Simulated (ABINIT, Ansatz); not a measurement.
# KTaO3 (Pm-3m): zone-centre phonons, part 4 of 4

Wanted: the vibrations of KTaO3 (Pm-3m) at Γ, by two programs.

ABINIT 10.8.3; DFT LDA, scalar-relativistic, plane waves, PseudoDojo norm-conserving pseudopotentials.

So far, mean static dielectric tensor (ions relaxed, fixed cell): step 7 (modes with the sum rule) 209.

### Step 9. Cross-check with Ansatz

A second program on the same cell, potentials, cutoff and meshes tests the implementation of the phonon response, not its convergence. Its field response is summed in its own way.

This step: DFT LDA, scalar-relativistic, plane waves, PseudoDojo norm-conserving pseudopotentials (Ansatz 0.2.0).

input.yaml reads:

```yaml
crystal:
  lattice:
    - [3.9387513968, 0.0, 0.0]
    - [0.0, 3.9387513968, 0.0]
    - [0.0, 0.0, 3.9387513968]
  atoms:
    - { symbol: K, position: [0.5, 0.5, 0.5] }
    - { symbol: Ta, position: [0.0, 0.0, 0.0] }
    - { symbol: O, position: [0.5, 0.0, 0.0] }
    - { symbol: O, position: [0.0, 0.5, 0.0] }
    - { symbol: O, position: [0.0, 0.0, 0.5] }
kpoints:
  mp_grid: { grid: [6, 6, 6] }
hamiltonian:
  xc: lda
  pseudopotentials: { kind: nc, accuracy: standard }
scf:
  occupations: { method: fixed }
output:
  eigenvalues: true
basis:
  ecutwfc: 979.61
phonons:
  method: dfpt
  dielectric: true
  rigid_motions: translations
```

Launch:

```
> ansatz run input.yaml --threads 4 --pin off --max-ram 16384MiB --backend cpu --events-out ev --progress --plain --runs-dir out
```

The log of the run:

```text
Warning: basis.ecutwfc = 979.61 eV is below the records' recommended 1142.878222 eV, and the density's cutoff is lower with it unless basis.ecutrho_ratio is high enough to keep the records' density cutoff: compare with a run at a higher cutoff
Engine: ansatz 0.2.0, aarch64-unknown-linux-gnu
Pseudopotentials: kind: nc
Pseudopotential: K, nc, valence charge 9, recommended cutoff 979.609905 eV (normal), K.nc.azcp (PseudoDojo's, or run here from an input of PseudoDojo's; its table is named by hamiltonian.pseudopotentials.accuracy)
Pseudopotential: Ta, nc, valence charge 13, recommended cutoff 789.130201 eV (normal), Ta.nc.azcp (PseudoDojo's, or run here from an input of PseudoDojo's; its table is named by hamiltonian.pseudopotentials.accuracy)
Pseudopotential: O, nc, valence charge 6, recommended cutoff 1142.878222 eV (normal), O.nc.azcp (PseudoDojo's, or run here from an input of PseudoDojo's; its table is named by hamiltonian.pseudopotentials.accuracy)
Functional definition: SPW92
  exchange = slater_x
  correlation = pw_c
Crystal: 5 atoms, lattice volume = 61.105 Å³
Basis set: ecut = 979.61 eV, 4337 PW (Γ), exchange–correlation on 90×90×90 points (8 copies of the dense FFT grid, shifted against one another)
Bands: 25, of which v1, the nominal top of the filled ones, is band 20 counted from 1 (19 counted from 0)
Symmetry: 48 space group operations
k-points: 80 of 216 (irreducible under 2 space group operations, time reversal used)
Non-local potential: K, projectors of the file, l = 0: 2, l = 1: 2, l = 2: 2
Non-local potential: Ta, projectors of the file, l = 0: 2, l = 1: 2, l = 2: 2, l = 3: 2
Non-local potential: O, projectors of the file, l = 0: 2, l = 1: 2, l = 2: 1
Initial density: superposition of atomic densities (chi_scale 0.1, normalization cell, long waves kept (reshape's long-wave potential 0.00 eV rms))
Initial wavefunctions: pseudopotential atomic-orbital guess
Functional: x = slater, c = lda
SCF iter   1: F=—  HF=-3943.440275 eV  |F-HF|=—  |Δ(HF+E_count)|=         —  Δρ=5.94e-2  dr2=2.00e0  ethr=3.10e-3  ⟨swp⟩=5.9  Hψ=9141  notcnv=0  defer=178
preconditioner: auto → Resta (q_TF=auto, 2.542 Å⁻¹)  ε∞=4.5  [insulator: Δε(μ)=2.742 eV  Ē_g=14.005 eV  n_scr=18 (ndim 8)  ℏωp=26.0 eV  f_vac=0.000  ε∞_Penn≈4.5]
SCF iter   2: F=—  HF=-3942.822260 eV  |F-HF|=—  |Δ(HF+E_count)|=   6.18e-1  Δρ=3.17e-2  dr2=5.09e-1  ethr=3.10e-3  ⟨swp⟩=2.9  Hψ=3965  notcnv=0  defer=201
SCF iter   3: F=—  HF=-3942.638299 eV  |F-HF|=—  |Δ(HF+E_count)|=   1.84e-1  Δρ=1.50e-2  dr2=1.17e-1  ethr=1.27e-3  ⟨swp⟩=2.6  Hψ=3501  notcnv=0  defer=225
SCF iter   4: F=—  HF=-3942.610287 eV  |F-HF|=—  |Δ(HF+E_count)|=   2.80e-2  Δρ=3.94e-3  dr2=6.40e-3  ethr=2.93e-4  ⟨swp⟩=3.0  Hψ=3529  notcnv=0  defer=228
SCF iter   5: F=—  HF=-3942.608723 eV  |F-HF|=—  |Δ(HF+E_count)|=   1.56e-3  Δρ=7.51e-4  dr2=2.32e-4  ethr=1.60e-5  ⟨swp⟩=2.4  Hψ=3880  notcnv=0  defer=226
SCF iter   6: F=—  HF=-3942.608667 eV  |F-HF|=—  |Δ(HF+E_count)|=   5.58e-5  Δρ=1.63e-4  dr2=1.14e-5  ethr=5.79e-7  ⟨swp⟩=2.0  Hψ=3337  notcnv=0  defer=222
SCF iter   7: F=—  HF=-3942.608668 eV  |F-HF|=—  |Δ(HF+E_count)|=   8.09e-7  Δρ=3.12e-5  dr2=2.68e-7  ethr=2.86e-8  ⟨swp⟩=2.1  Hψ=3592  notcnv=0  defer=221
SCF iter   8: F=—  HF=-3942.608602 eV  |F-HF|=—  |Δ(HF+E_count)|=   6.52e-5  Δρ=2.91e-6  dr2=3.33e-9  ethr=6.70e-10  ⟨swp⟩=2.0  Hψ=3523  notcnv=0  defer=203
SCF iter   9: F=-3942.608602 eV  HF=-3942.608602 eV  |F-HF|=4.32e-11  |Δ(HF+E_count)|=   1.04e-9  Δρ=3.91e-7  dr2=8.52e-11  ethr=1.00e-12  ⟨swp⟩=17.1  Hψ=20426  notcnv=0
SCF 1 converged in 9 iterations: F = -3942.608602 eV  dr2 = 8.52e-11
DFPT response loops at Γ: preconditioner auto → none (the input reference at scf.mixing.eps_inf says where Resta's filter doesn't serve); β = 0.50; Broyden in place of MSR1
── the response to a field inside a basis, on 8×8×8 k-points: an SCF that follows is theirs, and a resumed run solves both again ──
Bands: 21, of which v1, the nominal top of the filled ones, is band 20 counted from 1 (19 counted from 0)
k-points: 20 of 512
Initial density: handed on by an earlier stage of this run
Initial wavefunctions: pseudopotential atomic-orbital guess (no wavefunctions were taken with the density)
Eigensolver: Dense (20 Hₖ)
SCF iter   1: F=—  HF=-3942.607353 eV  |F-HF|=—  |Δ(HF+E_count)|=         —  Δρ=6.47e-4  dr2=1.99e-5  ethr=1.00e-1
preconditioner: auto → Resta (q_TF=auto, 2.542 Å⁻¹)  ε∞=5.8  [insulator: Δε(μ)=2.455 eV  Ē_g=12.316 eV  n_scr=18 (ndim 8)  ℏωp=26.9 eV  f_vac=0.007  ε∞_Penn≈5.8]
SCF iter   2: F=—  HF=-3942.607356 eV  |F-HF|=—  |Δ(HF+E_count)|=   3.32e-6  Δρ=3.32e-4  dr2=5.23e-6  ethr=4.98e-8
SCF iter   3: F=—  HF=-3942.607358 eV  |F-HF|=—  |Δ(HF+E_count)|=   1.82e-6  Δρ=5.68e-5  dr2=1.05e-6  ethr=1.31e-8
SCF iter   4: F=-3942.607358 eV  HF=-3942.607358 eV  |F-HF|=1.63e-10  |Δ(HF+E_count)|=   2.19e-7  Δρ=4.86e-6  dr2=6.00e-9  ethr=2.62e-9
SCF 1 converged in 4 iterations: F = -3942.607358 eV  dr2 = 6.00e-9
DFPT response loops at Γ: mixed as the last ones told, above
WARN: field response: ε∞ stands inside a basis, on 8×8×8 points; the force constants stand on the 6×6×6 k-mesh, whose period is 13.67 times the interband length at k = (0.0000, 0.0000, 0.0000), direct gap 2.789 eV, under 14: take them and everything formed from them as unconverged, and compare with a denser kpoints.mp_grid
SCF converged after 9 iterations
Free energy (F): -3942.608602 eV
Harris-Foulkes:  -3942.608602 eV  (|F-HF|=4.32e-11)
Internal energy: -3942.608602 eV  (E = F + TS)
E sigma→0 (E₀):  -3942.608602 eV
Fermi energy:    8.895693 eV
--- Per-component energies (eV) ---
  E_band       = -243.732217
  E_kinetic    = 1652.751771
  E_local      = -2604.808000  (includes V_loc(G=0)·N_el)
  E_nonlocal   = 19.594362
  E_hartree    = 755.151083
  E_xc         = -908.468649
  E_vxc        = -821.572718  (∫ρ·V_xc dr)
  E_ewald      = -2856.829169
  E_smearing   = -0.000000  (= −TS)
  E_closure    = 0.000000  (closes the sum)
  Σ components = -3942.608602   (vs F -3942.608602, Δ=0.00e0)
--- Band table (eV; the first three rows and the last of 80) ---
  k-point 0: bands = [... 16 lower, 7.7675, 8.2723, 8.2723, 8.2723, 11.0613, 11.0613, 11.0613, 15.6106, ... 1 higher]
  k-point 1: bands = [... 16 lower, 7.5606, 7.6285, 8.1541, 8.1541, 11.1053, 11.9134, 11.9134, 16.0876, ... 1 higher]
  k-point 2: bands = [... 16 lower, 6.8781, 7.3692, 8.0653, 8.0653, 11.1967, 13.3831, 13.3831, 16.1943, ... 1 higher]
  k-point 79: bands = [... 16 lower, 4.8679, 8.8957, 8.8957, 8.8957, 15.6824, 15.6824, 15.6824, 17.7630, ... 1 higher]
--- Phonons (Γ-DFPT): 4 representative perturbations + reference, on 80 of 216 k-points (Σ response iterations 13) ---
  k mesh reduced under 2 symmetry operations, with k and −k counted as one. Each operation leaves every solved perturbation unchanged. A smaller set is not considered because the run solves the response to a homogeneous field
  ASR residual: 7.816e-4 → 0.000e0 eV/Å²; symmetrization residual: 4.933e-6 eV/Å²
  ASR residual per site (eV/Å²): 8.37e-6 7.82e-4 1.90e-4 1.90e-4 1.90e-4
  Γ frequencies (cm⁻¹): 0.00 0.00 0.00 90.60 90.60 90.60 184.36 184.36 184.36 248.49 248.49 248.49 554.27 554.27 554.27
  ε∞ (high-frequency dielectric tensor):
        5.371234    -0.000000     0.000000
       -0.000000     5.371234     0.000000
        0.000000     0.000000     5.371234
  ε⁰ (static dielectric tensor: ions relaxed, cell fixed):
      206.124202    -0.000000     0.000000
       -0.000000   206.124202    -0.000000
        0.000000    -0.000000   206.124202
  ε⁰ − ε∞ (ionic part):
      200.752968    -0.000000     0.000000
       -0.000000   200.752968    -0.000000
        0.000000    -0.000000   200.752968
  softest optical mode at Γ: 90.60 cm⁻¹; the repairs (sum rule, projections) moved no ω² at Γ by more than (2.12 cm⁻¹)²
  Born effective charges Z* (e; rows j = field, columns β = displacement):
    site 0:
         1.15372    0.00000    0.00000
        -0.00000    1.15372    0.00000
         0.00000    0.00000    1.15372
    site 1:
         8.66009    0.00000    0.00000
         0.00000    8.66009    0.00000
         0.00000    0.00000    8.66009
    site 2:
        -6.43853   -0.00000   -0.00000
        -0.00000   -1.68764    0.00000
         0.00000   -0.00000   -1.68764
    site 3:
        -1.68764    0.00000   -0.00000
         0.00000   -6.43853    0.00000
         0.00000    0.00000   -1.68764
    site 4:
        -1.68764    0.00000   -0.00000
        -0.00000   -1.68764    0.00000
         0.00000    0.00000   -6.43853
  Z* charge neutrality: 2.559e-3 e pre-enforcement
  solved inside a basis spanned on kpoints, on 8×8×8 k-points, its susceptibility summed on 10×10×10: ε∞ is read to err by 1.7e-2, Z* by 4.0e-2 e (field_mesh: kpoints solves on kpoints); Z* is corrected for what the basis lacks
  optical modes at Γ without the LO–TO term, one row a degenerate level:
      ω (cm⁻¹)  modes    IR ((D/Å)²/amu)
         90.60      3           135.5212
        184.36      3            16.1210
        248.49      3             0.0000
        554.27      3            83.3774
  optical modes at Γ + LO–TO along q̂ = [1.0000, 0.0000, 0.0000]:
      ω (cm⁻¹)  modes    IR ((D/Å)²/amu)
         90.60      2            90.3474
        175.77      1             0.0365
        184.36      2            10.7474
        248.49      3             0.0000
        399.16      1             6.5944
        554.27      2            55.5850
        817.49      1            71.7090
  optical modes at Γ + LO–TO along q̂ = [0.0000, 1.0000, 0.0000]:
      ω (cm⁻¹)  modes    IR ((D/Å)²/amu)
         90.60      2            90.3474
        175.77      1             0.0365
        184.36      2            10.7474
        248.49      3             0.0000
        399.16      1             6.5944
        554.27      2            55.5850
        817.49      1            71.7090
  optical modes at Γ + LO–TO along q̂ = [0.0000, 0.0000, 1.0000]:
      ω (cm⁻¹)  modes    IR ((D/Å)²/amu)
         90.60      2            90.3474
        175.77      1             0.0365
        184.36      2            10.7474
        248.49      3             0.0000
        399.16      1             6.5944
        554.27      2            55.5850
        817.49      1            71.7090
```

The job ended after 66 s (4 threads of Arm Neoverse V2, shared host; peak memory 1.8 GiB; 4.2 min of CPU time).

This step gave:

| Property | Result |
| --- | --- |
| gap on the k-mesh | 2.166 eV |
| sum-rule residual before enforcement | 7.82e-4 eV/Å² |
| miss of the charge sum rule | 0.002559 e |
| estimated error of the dielectric tensor | 0.01699 |
| estimated error of the Born charges | 0.04019 e |
| lowest optical zone-centre mode | 90.6 cm⁻¹ |
| mean high-frequency dielectric constant | 5.371 |
| largest Born charge in size (third of the trace) | 8.660 e |
| mean static dielectric constant | 206.1 |
| highest mode moved by the LO-TO term | 817.5 cm⁻¹ |

Transverse modes. Infrared lines, with heights relative to the strongest:

```
position (cm⁻¹)  label  IR intensity ((D/Å)²/amu), degenerate modes summed, relative
             91    T1u                                                           100
            184    T1u                                                            12
            248    T2u                                                           0.0
            554    T1u                                                            62
```

The log warns that the force constants on this k mesh are to be taken as unconverged.

### Step 10. Side by side: ABINIT PseudoDojo and Ansatz, PseudoDojo

Worked out from the results:

| Property | Result |
| --- | --- |
| root-mean-square difference | 0.01 cm⁻¹ |
| largest difference | 0.01 cm⁻¹ |

The two runs side by side. Further quantities:

```
                                                                               quantity  ABINIT PseudoDojo  Ansatz, PseudoDojo
                                                                                mean ε∞              5.439               5.371
largest Born charge in size (e; the first before, the second after the charge sum rule)               8.72                8.66
                                                       summed IR intensity ((D/Å)²/amu)              238.7                 235
```

At the zone centre the largest difference (acoustic modes at Γ apart) is 0.002 % of the highest mode.

### Step 11. Results

```json
{
  "space group after relaxation": "Pm-3m",
  "volume per atom": "12.2 Å³",
  "highest optical zone-centre mode (no LO-TO term)": "554.3 cm⁻¹",
  "lowest optical zone-centre mode": "90.6 cm⁻¹",
  "highest mode moved by the LO-TO term": "818.4 cm⁻¹",
  "mean high-frequency dielectric constant": "5.44",
  "largest Born charge in size (third of the trace)": "8.72 e",
  "mean static dielectric constant": "209.3",
  "imaginary optical modes at the zone centre (no q mesh in this session)": "none",
  "largest difference from Ansatz, PseudoDojo": "0.01 cm⁻¹"
}
```

At the LDA level the optical modes of KTaO3 (Pm-3m) at the zone centre (no LO-TO term) run from 91 to 554 cm⁻¹. The base run prints -0.95 GPa, mostly the error of a finite basis; the relaxation, with a smoothed and higher cutoff, had brought the cell to rest. Along the directions run, the highest mode that the macroscopic field moves lies at 818 cm⁻¹. Lattice motion raises the mean dielectric constant from 5.439 to 209.3. ABINIT PseudoDojo and Ansatz, PseudoDojo agree to 0.01 cm⁻¹ (0.002 % of the highest mode compared) on all solved modes but the acoustic ones at Γ, without the LO-TO term. These are harmonic frequencies at zero temperature: anharmonic shifts and linewidths and thermal expansion are left out. Spin-orbit coupling is left out, which can matter for the heavy elements here. Ansatz warns that the cutoff lies 14 % under the one recommended for these files; agreement at one cutoff is not convergence. Ansatz's log warns that force constants on this k mesh are to be taken as unconverged, an error that the frequencies of both programs share.

[Host names and launcher messages were left out of these logs when they were recorded.]

[Logs are printed without paths, hosts, clocks, repeated set-up lines and the standing remarks that a program may print on its own settings, such as how far it seeks lower states.]

[Hosts, paths, dates, database ids (printed as entryN), source tags and the programs' standing remarks are cut or masked in the printed files.]
